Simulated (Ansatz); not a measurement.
# The perfect GaP wire along [110], 16 atoms a period, H-terminated, part 3 of 3

Wanted: the relaxed geometry and the bands of the GaP wire along [110], 16 atoms a period, H-terminated.

Ansatz 0.2.0; DFT PBE, plane waves, PAW; relaxation of a wire's period; PAW set soft_1 (the session's first sound run).

So far, band gap (eV): step 3 (bands of the perfect wire, PBE) 0.952; step 4 (another level of theory, cutoff 500 eV, k-mesh 1×1×16, r2SCAN PBE) 1.17; step 5 (another level of theory, level HSE06, cutoff 420 eV, HSE06 PBE) 1.74; step 6 (with spin-orbit coupling, k-mesh 1×1×13, PBE spin-orbit) 0.953.

## (8) At a strained period, period over the relaxed period 1.1, k-mesh 1×1×14

This step: DFT PBE, plane waves, PAW; relaxation at a fixed period; PAW set soft_1 (Ansatz 0.2.0).

The period is set to 1.1 times the relaxed one and the atoms relax within it: strain changes bond lengths and angles, which shifts the bands against each other. Against the first PBE run of this kind, the mesh along the wire has 14 points against 21.

The cell differs from the one that the last finished run ended in (c 4.000 → 4.400 Å).

input.yaml

```yaml
crystal:
  lattice:
    - [18.18, 0.0, 0.0]
    - [0.0, 17.172, 0.0]
    - [0.0, 0.0, 4.3995503974]
  atoms:
    - { symbol: P, position: [0.384423155, 0.385393764, 0.0] }
    - { symbol: H, position: [0.410367155, 0.192545764, 0.0] }
    - { symbol: Ga, position: [0.456606815, 0.269305336, 0.0] }
    - { symbol: Ga, position: [0.458444501, 0.500012984, 0.0] }
    - { symbol: P, position: [0.68357087, 0.395656618, 0.0] }
    - { symbol: H, position: [0.723896573, 0.324470281, 0.0] }
    - { symbol: Ga, position: [0.773776207, 0.500012984, 0.0] }
    - { symbol: H, position: [0.194021112, 0.500012984, 0.236475131] }
    - { symbol: H, position: [0.817963942, 0.500012984, 0.326427053] }
    - { symbol: P, position: [0.24626255, 0.500012984, 0.5] }
    - { symbol: H, position: [0.256022399, 0.306860579, 0.5] }
    - { symbol: H, position: [0.256022399, 0.693165389, 0.5] }
    - { symbol: Ga, position: [0.311134072, 0.376660072, 0.5] }
    - { symbol: Ga, position: [0.311134072, 0.623365896, 0.5] }
    - { symbol: P, position: [0.530529821, 0.279288445, 0.5] }
    - { symbol: P, position: [0.530529821, 0.720737523, 0.5] }
    - { symbol: P, position: [0.532971143, 0.500012984, 0.5] }
    - { symbol: H, position: [0.577175208, 0.212594061, 0.5] }
    - { symbol: H, position: [0.577175208, 0.787431907, 0.5] }
    - { symbol: Ga, position: [0.610577623, 0.388458236, 0.5] }
    - { symbol: Ga, position: [0.610577623, 0.611567732, 0.5] }
    - { symbol: H, position: [0.817963942, 0.500012984, 0.673572947] }
    - { symbol: H, position: [0.194021112, 0.500012984, 0.763524869] }
    - { symbol: P, position: [0.384423155, 0.614632204, 0.0] }
    - { symbol: H, position: [0.410367155, 0.807480204, 0.0] }
    - { symbol: Ga, position: [0.456606815, 0.730720632, 0.0] }
    - { symbol: P, position: [0.68357087, 0.60436935, 0.0] }
    - { symbol: H, position: [0.723896573, 0.675555687, 0.0] }
kpoints:
  mp_grid: { grid: [1, 1, 14] }
  band_path: { path: ["Γ", Z], npoints: 90 }
scf:
  occupations: { method: fermi_dirac, width: 0.05 }
hamiltonian:
  xc: pbe
  pseudopotentials: { kind: paw, azcp: { folder: soft_1 } }
relax:
  max_steps: 40
  f_tol: 0.02
output:
  stress: true
```

Launch:

```console
$ ansatz run input.yaml --threads 4 --pin off --max-ram 16384MiB --backend cpu --events-out ev --progress --plain --runs-dir out
```

Numbers of over 12 decimals in the logs are rounded to 6 here.

Log:

```text
Warning: output.stress: scf.convergence.dr2_threshold = 1e-7 eV (the SCF's general default) is looser than the 2.8e-9 eV advised for a printed stress (1e-10 eV for each atom of the cell: 28). What an SCF threshold leaves in a stress goes as its square root, and in the free energy as the threshold itself, and one threshold admits the most on a small cell: [figures from the program's tests cut] Every solve of this run  [...]
[...]
Crystal: 28 atoms, lattice volume = 1373.482 Å³
Basis set: ecut = 420 eV, 26971 PW (Γ), exchange–correlation on 250×240×60 points (8 copies of the dense FFT grid, shifted against one another)
Bands: 106, of which v1, the nominal top of the filled ones, is band 78 counted from 1 (77 counted from 0)
Symmetry: 4 space group operations
[...]
k-points: 8 of 14
[...]
SCF iter   1: F=—  HF=-36506.650148 eV  |F-HF|=—  |Δ(HF+E_count)|=         —  Δρ=3.40e-2  dr2=1.61e1  ethr=3.10e-3  ⟨swp⟩=8.2  Hψ=4277  notcnv=0  defer=38
[...]
SCF iter   9: F=-36501.779937 eV  HF=-36501.779939 eV  |F-HF|=1.95e-6  |Δ(HF+E_count)|=   7.40e-6  Δρ=9.87e-6  dr2=3.85e-6  ethr=6.41e-9  ⟨swp⟩=5.0  Hψ=2534  notcnv=0
SCF 1 converged in 9 iterations: F = -36501.779937 eV  dr2 = 3.85e-6
[...]
relax step   1: F+E_penalty+E_count = -36501.77993728 eV  Δ(F+E_penalty+E_count) = +0.000e0 eV  max|allowed force component| = 1.175e0 eV/Å  Δτ_max = 0.0000 Å  (9 SCF iters, dr2 threshold 1.00e-5 eV, accepted)
[...]
SCF iter   6: F=-36502.209138 eV  HF=-36502.209158 eV  |F-HF|=2.03e-5  |Δ(HF+E_count)|=   2.24e-5  Δρ=3.56e-5  dr2=3.23e-5  ethr=5.53e-8  ⟨swp⟩=3.6  Hψ=3078  notcnv=0
SCF 2 converged in 6 iterations: F = -36502.209138 eV  dr2 = 3.23e-5
[...]
relax step   2: F+E_penalty+E_count = -36502.20913760 eV  Δ(F+E_penalty+E_count) = -4.292e-1 eV  max|allowed force component| = 8.696e-1 eV/Å  Δτ_max = 0.1927 Å  (6 SCF iters, dr2 threshold 8.62e-5 eV, accepted)
SCF iter   1: F=—  HF=-36502.267568 eV  |F-HF|=—  |Δ(HF+E_count)|=         —  Δρ=3.19e-3  dr2=8.49e-2  ethr=5.56e-4  ⟨swp⟩=4.8  Hψ=1794  notcnv=0  defer=162
[...]
SCF iter   5: F=-36502.251427 eV  HF=-36502.251440 eV  |F-HF|=1.28e-5  |Δ(HF+E_count)|=   4.83e-6  Δρ=3.03e-5  dr2=2.37e-5  ethr=3.03e-8  ⟨swp⟩=4.0  Hψ=3154  notcnv=0
SCF 3 converged in 5 iterations: F = -36502.251427 eV  dr2 = 2.37e-5
relax step   3: F+E_penalty+E_count = -36502.25142750 eV  Δ(F+E_penalty+E_count) = -4.229e-2 eV  max|allowed force component| = 1.537e-1 eV/Å  Δτ_max = 0.0883 Å  (5 SCF iters, dr2 threshold 4.73e-5 eV, accepted)
[...]
relax step   4: F+E_penalty+E_count = -36502.25614087 eV  Δ(F+E_penalty+E_count) = -4.713e-3 eV  max|allowed force component| = 1.767e-2 eV/Å  Δτ_max = 0.0335 Å  (6 SCF iters, dr2 threshold 1.48e-6 eV, accepted)
[...]
SCF iter   2: F=-36502.256141 eV  HF=-36502.256141 eV  |F-HF|=4.16e-9  |Δ(HF+E_count)|=   9.43e-6  Δρ=2.13e-6  dr2=9.14e-8  ethr=6.41e-11  ⟨swp⟩=4.0  Hψ=3421  notcnv=0
SCF 5 converged in 2 iterations: F = -36502.256141 eV  dr2 = 9.14e-8
relax step   5: F+E_penalty+E_count = -36502.25614105 eV  Δ(F+E_penalty+E_count) = -1.791e-7 eV  max|allowed force component| = 1.757e-2 eV/Å  Δτ_max = 0.0000 Å  (2 SCF iters, accepted)
[...]
the band table was solved once a step of the walk had ended and its energy, with any forces and stress, was formed, with the checks that follow a solve (5509 applications of the Hamiltonian). They found nothing against the state; the energy, forces and stress were not computed again (output.eigenvalues in the input reference)
[...]
SCF converged after 2 iterations
Free energy (F): -36502.256141 eV
[...]
Internal energy: -36502.256121 eV  (E = F + TS)
E sigma→0 (E₀):  -36502.256131 eV
Entropy (-TS):   -0.000020 eV (-0.001 meV/atom)
Fermi energy:    -1.442408 eV
[...]
--- Forces (eV/Å), atoms counted from 1 ---
  atom   1  P     -0.00666630     0.00209994     0.00000000
  atom   2  H      0.00143996     0.00498490     0.00000000
  atom   3  Ga    -0.00201411    -0.00453306     0.00000000
  atom   4  Ga     0.00993148     0.00000000     0.00000000
  atom   5  P      0.00435128    -0.00150665     0.00000000
  atom   6  H     -0.00370196    -0.00956242     0.00000000
  atom   7  Ga    -0.01757095     0.00000000     0.00000000
  atom   8  H     -0.00721647    -0.00000000     0.00065673
  atom   9  H      0.00390409     0.00000000     0.01016186
  atom  10  P      0.01101844     0.00000000     0.00000000
  atom  11  H     -0.00361266     0.00016276     0.00000000
  atom  12  H     -0.00361266    -0.00016276     0.00000000
  atom  13  Ga     0.01099229     0.00477708     0.00000000
  atom  14  Ga     0.01099229    -0.00477708     0.00000000
  atom  15  P      0.01089253     0.00053888     0.00000000
  atom  16  P      0.01089253    -0.00053888     0.00000000
  atom  17  P      0.00012599     0.00000000     0.00000000
  atom  18  H      0.00352615     0.00341534     0.00000000
  atom  19  H      0.00352615    -0.00341534     0.00000000
  atom  20  Ga    -0.01364940    -0.00348809     0.00000000
  atom  21  Ga    -0.01364940     0.00348809     0.00000000
  atom  22  H      0.00390409     0.00000000    -0.01016186
  atom  23  H     -0.00721647     0.00000000    -0.00065673
  atom  24  P     -0.00666630    -0.00209994     0.00000000
  atom  25  H      0.00143996    -0.00498490     0.00000000
  atom  26  Ga    -0.00201411     0.00453306     0.00000000
  atom  27  P      0.00435128     0.00150665     0.00000000
  atom  28  H     -0.00370196     0.00956242     0.00000000
  max |Σ_I F_I| component: 4.25e-6 eV/Å
--- Stress (GPa, compression-positive) ---
       -0.014689       0.000000       0.000000
        0.000000       0.002139       0.000000
        0.000000       0.000000      -2.622070
  P = ⅓ Tr σ = -0.8782 GPa (-8.782 kbar)
--- Band table (eV; the first three rows and the last of 8) ---
  k-point 0: bands = [... 74 lower, -3.0564, -2.7334, -2.7236, -1.9055, -0.9921, -0.8286, -0.6810, -0.5392, ... 24 higher]
  k-point 1: bands = [... 74 lower, -2.9695, -2.8175, -2.7293, -1.9905, -0.7732, -0.6074, -0.4628, -0.3297, ... 24 higher]
  k-point 2: bands = [... 74 lower, -3.0929, -2.8654, -2.7927, -2.1622, -0.2209, -0.0465, 0.0746, 0.1882, ... 24 higher]
  k-point 7: bands = [... 74 lower, -3.5385, -3.3079, -3.2994, -2.8665, 0.6407, 0.9715, 0.9733, 1.1231, ... 24 higher]
--- Relaxed structure (5 steps of the walk, 5 accepted, 0 SCFs on fresh bases) ---
  F+E_penalty+E_count = -36502.25614105 eV   max|allowed force component| = 1.757e-2 eV/Å
  atoms:
    - { symbol: P, position: [0.386931, 0.385200, 0] }
    - { symbol: H, position: [0.417121, 0.190974, 0] }
    - { symbol: Ga, position: [0.460102, 0.270017, 0] }
    - { symbol: Ga, position: [0.461055, 0.500012984, 0] }
    - { symbol: P, position: [0.673008, 0.395564, 0] }
    - { symbol: H, position: [0.715484, 0.325715, 0] }
    - { symbol: Ga, position: [0.763786, 0.500012984, 0] }
    - { symbol: H, position: [0.204152, 0.500012984, 0.257086] }
    - { symbol: H, position: [0.804684, 0.500012984, 0.308926] }
    - { symbol: P, position: [0.255701, 0.500012984, 0.5] }
    - { symbol: H, position: [0.266776, 0.305180, 0.5] }
    - { symbol: H, position: [0.266776, 0.694846, 0.5] }
    - { symbol: Ga, position: [0.320156, 0.376593, 0.5] }
    - { symbol: Ga, position: [0.320156, 0.623433, 0.5] }
    - { symbol: P, position: [0.526901, 0.279237, 0.5] }
    - { symbol: P, position: [0.526901, 0.720789, 0.5] }
    - { symbol: P, position: [0.528578, 0.500012984, 0.5] }
    - { symbol: H, position: [0.575262, 0.213835, 0.5] }
    - { symbol: H, position: [0.575262, 0.786190, 0.5] }
    - { symbol: Ga, position: [0.606879, 0.388843, 0.5] }
    - { symbol: Ga, position: [0.606879, 0.611183, 0.5] }
    - { symbol: H, position: [0.804684, 0.500012984, 0.691074] }
    - { symbol: H, position: [0.204152, 0.500012984, 0.742914] }
    - { symbol: P, position: [0.386931, 0.614826, 0] }
    - { symbol: H, position: [0.417121, 0.809052, 0] }
    - { symbol: Ga, position: [0.460102, 0.730009, 0] }
    - { symbol: P, position: [0.673008, 0.604462, 0] }
    - { symbol: H, position: [0.715484, 0.674311, 0] }
```

Wall time 7.2 min (4 threads of Arm Neoverse V1, shared host); peak memory 7.4 GiB.

Relaxation path:

```tsv
step	energy less that of the first step (eV)	largest force component (eV/Å)
1	0.0000	1.1745
2	-0.4292	0.8696
3	-0.4715	0.1537
4	-0.4762	0.0177
5	-0.4762	0.0176
```

Forces are held to the 4 operations that the run works with; a distortion that breaks them can't arise in this run.

The atoms that moved most (Å):

```tsv
atom	dx	dy	dz	length
H22	-0.241	0.000	0.077	0.253
H9	-0.241	0.000	-0.077	0.253
H23	0.184	0.000	-0.091	0.205
H8	0.184	0.000	0.091	0.205
H12	0.196	0.029	0.000	0.198
H11	0.196	-0.029	0.000	0.198
P5	-0.192	-0.002	0.000	0.192
P27	-0.192	0.002	0.000	0.192
```

The relaxed structure:

```cif
data_structure
_symmetry_space_group_name_H-M 'P 1'
_symmetry_Int_Tables_number 1
_cell_length_a 18.1800
_cell_length_b 17.1720
_cell_length_c 4.3996
_cell_angle_alpha 90.000
_cell_angle_beta 90.000
_cell_angle_gamma 90.000
_cell_volume 1373.48
loop_
_atom_site_label
_atom_site_type_symbol
_atom_site_fract_x
_atom_site_fract_y
_atom_site_fract_z
_atom_site_occupancy
P1 P 0.38693 0.38520 0.00000 1
H2 H 0.41712 0.19097 0.00000 1
Ga3 Ga 0.46010 0.27002 0.00000 1
Ga4 Ga 0.46105 0.50001 0.00000 1
P5 P 0.67301 0.39556 0.00000 1
H6 H 0.71548 0.32572 0.00000 1
Ga7 Ga 0.76379 0.50001 0.00000 1
H8 H 0.20415 0.50001 0.25709 1
H9 H 0.80468 0.50001 0.30893 1
P10 P 0.25570 0.50001 0.50000 1
H11 H 0.26678 0.30518 0.50000 1
H12 H 0.26678 0.69485 0.50000 1
Ga13 Ga 0.32016 0.37659 0.50000 1
Ga14 Ga 0.32016 0.62343 0.50000 1
P15 P 0.52690 0.27924 0.50000 1
P16 P 0.52690 0.72079 0.50000 1
P17 P 0.52858 0.50001 0.50000 1
H18 H 0.57526 0.21384 0.50000 1
H19 H 0.57526 0.78619 0.50000 1
Ga20 Ga 0.60688 0.38884 0.50000 1
Ga21 Ga 0.60688 0.61118 0.50000 1
H22 H 0.80468 0.50001 0.69107 1
H23 H 0.20415 0.50001 0.74291 1
P24 P 0.38693 0.61483 0.00000 1
H25 H 0.41712 0.80905 0.00000 1
Ga26 Ga 0.46010 0.73001 0.00000 1
P27 P 0.67301 0.60446 0.00000 1
H28 H 0.71548 0.67431 0.00000 1
```

This step gave:

- band gap: 0.9134 eV

Electronic bands along the path, in eV, zero at the Fermi level; v1 is the highest filled band, c1 the lowest empty one:

```tsv
point	v4	v3	v2	v1	c1	c2	c3	c4
Γ	-1.61	-1.29	-1.28	-0.46	0.45	0.61	0.76	0.90
halfway	-1.76	-1.57	-1.46	-1.06	2.34	2.35	2.42	2.43
Z	-2.10	-1.87	-1.86	-1.42	2.08	2.41	2.42	2.57
```

The gap is 0.913 eV, against 0.952 eV under PBE at the relaxed period.

## (9) At a strained period, period over the relaxed period 1.03, k-mesh 1×1×15

The period is set to 1.03 times the relaxed one and the atoms relax within it: strain changes bond lengths and angles, which shifts the bands against each other. Against the first PBE run of this kind, the mesh along the wire has 15 points against 21.

The cell differs from the one that the last finished run ended in (c 4.400 → 4.120 Å).

input.yaml, as its differences from that of step 8:

```diff
@@ -4,3 +4,3 @@
     - [0.0, 17.172, 0.0]
-    - [0.0, 0.0, 4.3995503974]
+    - [0.0, 0.0, 4.1195790085]
   atoms:
@@ -35,3 +35,3 @@
 kpoints:
-  mp_grid: { grid: [1, 1, 14] }
+  mp_grid: { grid: [1, 1, 15] }
   band_path: { path: ["Γ", Z], npoints: 90 }
```

Log:

```text
[...]
Crystal: 28 atoms, lattice volume = 1286.079 Å³
Basis set: ecut = 420 eV, 25069 PW (Γ), exchange–correlation on 250×240×60 points (8 copies of the dense FFT grid, shifted against one another)
Bands: 106, of which v1, the nominal top of the filled ones, is band 78 counted from 1 (77 counted from 0)
Symmetry: 4 space group operations
[...]
- { symbol: Ga, position: [0.609558, 0.611364, 0.500000] }
    - { symbol: H, position: [0.813555, 0.500012984, 0.677529] }
    - { symbol: H, position: [0.197098, 0.500012984, 0.757272] }
    - { symbol: P, position: [0.385118, 0.614756, 0] }
    - { symbol: H, position: [0.412406, 0.807899, 0] }
    - { symbol: Ga, position: [0.457811, 0.730520, 0] }
    - { symbol: P, position: [0.680409, 0.604405, 0] }
    - { symbol: H, position: [0.721310, 0.675246, 0] }
[key lines of the parts left out:]
SCF converged after 6 iterations
Free energy (F): -36503.280296 eV
Fermi energy:    -0.694171 eV
P = ⅓ Tr σ = -0.3283 GPa (-3.283 kbar)
```

Elapsed: 6.6 min, on 4 threads; peak memory 7 GiB.

Relaxation path:

```tsv
step	energy less that of the first step (eV)	largest force component (eV/Å)
1	0.0000	0.4268
2	-0.0480	0.2776
3	-0.0513	0.0261
4	-0.0515	0.0053
```

The run keeps the 4 symmetry operations that it works with, so distortions that break them were not tested.

The atoms that moved most (Å):

```tsv
atom	dx	dy	dz	length
H22	-0.080	0.000	0.016	0.082
H9	-0.080	0.000	-0.016	0.082
H8	0.056	0.000	0.026	0.062
H23	0.056	0.000	-0.026	0.062
P5	-0.057	-0.001	0.000	0.057
P27	-0.057	0.001	0.000	0.057
H11	0.056	-0.007	0.000	0.057
H12	0.056	0.007	0.000	0.057
```

The relaxed structure:

```xyz
28
Lattice="18.1800 0.0000 0.0000 0.0000 17.1720 0.0000 0.0000 0.0000 4.1196" Properties=species:S:1:pos:R:3
P     7.0014    6.6159    0.0000
H     7.4975    3.2992    0.0000
Ga    8.3230    4.6280    0.0000
Ga    8.3486    8.5862    0.0000
P    12.3698    6.7936    0.0000
H    13.1134    5.5771    0.0000
Ga   14.0145    8.5862    0.0000
H     3.5832    8.5862    0.9999
H    14.7904    8.5862    1.3284
P     4.5282    8.5862    2.0598
H     4.7107    5.2626    2.0598
H     4.7107   11.9099    2.0598
Ga    5.7062    6.4674    2.0598
Ga    5.7062   10.7050    2.0598
P     9.6273    4.7964    2.0598
P     9.6273   12.3760    2.0598
P     9.6647    8.5862    2.0598
H    10.4865    3.6591    2.0598
H    10.4865   13.5134    2.0598
Ga   11.0818    6.6741    2.0598
Ga   11.0818   10.4983    2.0598
H    14.7904    8.5862    2.7911
H     3.5832    8.5862    3.1196
P     7.0014   10.5566    0.0000
H     7.4975   13.8732    0.0000
Ga    8.3230   12.5445    0.0000
P    12.3698   10.3788    0.0000
H    13.1134   11.5953    0.0000
```

Numbers from this step:

| Item | Value |
| --- | --- |
| band gap | 0.9748 eV |

The electronic bands at the labelled points (eV, zero at the Fermi level; v1 is the highest filled band, c1 the lowest empty one):

```tsv
point	v4	v3	v2	v1	c1	c2	c3	c4
Γ	-1.97	-1.93	-1.92	-0.49	0.49	0.67	0.75	0.95
halfway	-2.39	-2.19	-2.15	-1.64	1.85	1.96	2.00	2.12
Z	-2.70	-2.70	-2.59	-2.17	1.43	1.71	1.78	1.86
```

The gap is 0.975 eV, against 0.952 eV under PBE at the relaxed period.

## (10) What came out

- cell length, PBE: 4.000 Å
- gap, PBE: 0.952 eV
- gap, r2SCAN: 1.17 eV
- gap, HSE06: 1.74 eV
- gap, with spin-orbit coupling: 0.953 eV
- gap, period scaled by 1.1: 0.913 eV
- gap, period scaled by 1.03: 0.975 eV

What this shows: Under PBE the cell's length is 4.00 Å, and a gap of 0.95 eV makes it a semiconductor. At the relaxed period the wire is gapped under every functional, from 0.95 eV (PBE) to 1.74 eV (HSE06). Weak screening in one dimension makes quasiparticle gaps larger than the semilocal gaps, as a rule. Plain hydrogen on a compound's surface is a simple closure: it may leave surface states, and facets that end in unlike atoms put a field across the wire, both of which shrink the gap. A hybrid's gap is read on a coarse mesh, without a band path.

[Logs are printed without paths, hosts, clocks, repeated set-up lines and the standing remarks that a program may print on its own settings, such as how far it seeks lower states.]

[Hosts, paths, dates, database ids (printed as entryN), source tags and the programs' standing remarks are cut or masked in the printed files.]
